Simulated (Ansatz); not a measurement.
Planning a GW calculation on Ga2O3 (R-3c).

```
Ga O
1.0
     2.49870    1.44262    4.48355
    -2.49870    1.44262    4.48355
     0.00000   -2.88525    4.48355
Ga O
4 6
Direct
  0.85559 0.85559 0.85559
  0.64441 0.64441 0.64441
  0.14441 0.14441 0.14441
  0.35559 0.35559 0.35559
  0.75000 0.44683 0.05317
  0.44683 0.05317 0.75000
  0.05317 0.75000 0.44683
  0.25000 0.55317 0.94683
  0.94683 0.25000 0.55317
  0.55317 0.94683 0.25000
```

The cell and positions are those that the Materials Project relaxed with its own functionals (PBE, PBE+U or r2SCAN), kept fixed. This is not the form that Ga2O3 usually takes at ambient conditions.

Runs so far (Ansatz 0.2.0, start PBE, hard PAW files, 4×4×4 mesh). Times are wall times on 1 × NVIDIA H100 80GB HBM3 (shared by 6 runs) with 3 threads of AMD EPYC 7R13 (Zen 3), shared host, good to a factor of about two.

| bands summed | cutoff (eV) | gap on the mesh (eV) | time |
| --- | --- | --- | --- |
| 314 | 110 | 4.516 | 42 s |
| 636 | 190 | 4.624 | 82 s |
| 1036 | 270 | 4.671 | 2.4 min |

What should the next rung give, with 1691 bands and screening to 380 eV, and where is the limit?

The error falls about as one over the bands when the cutoff rises with them. A line through the two highest rungs given predicts 4.700 eV; the run gave 4.710 eV, close to it. The two highest rungs put the limit near 4.770 eV, the pair below near 4.746 eV; their difference is a rough measure of what is unsettled in bands and cutoff; the mesh is a separate error.

The 4×4×4 mesh misses a band edge: on 6×6×6 the PBE gap is 2.80 eV, so these values are not the fundamental gap, which lies some 0.04 eV lower. Limits: not at the basis limit; no spin-orbit coupling.

[Paths, hosts, dates, memory and timing lines, banners, echoed tables and standing remarks are left out of the program output.]

[Logs are printed without paths, hosts, clocks, repeated set-up lines and the standing remarks that a program may print on its own settings, such as how far it seeks lower states.]

[Runs of the session that timed out or met a known fault of the program may be left out.]

[Cells called generated may have been cut or substituted from an entry of the Crystallography Open Database or the Materials Project.]

[Hosts, paths, dates, database ids (printed as entryN), source tags and the programs' standing remarks are cut or masked in the printed files.]
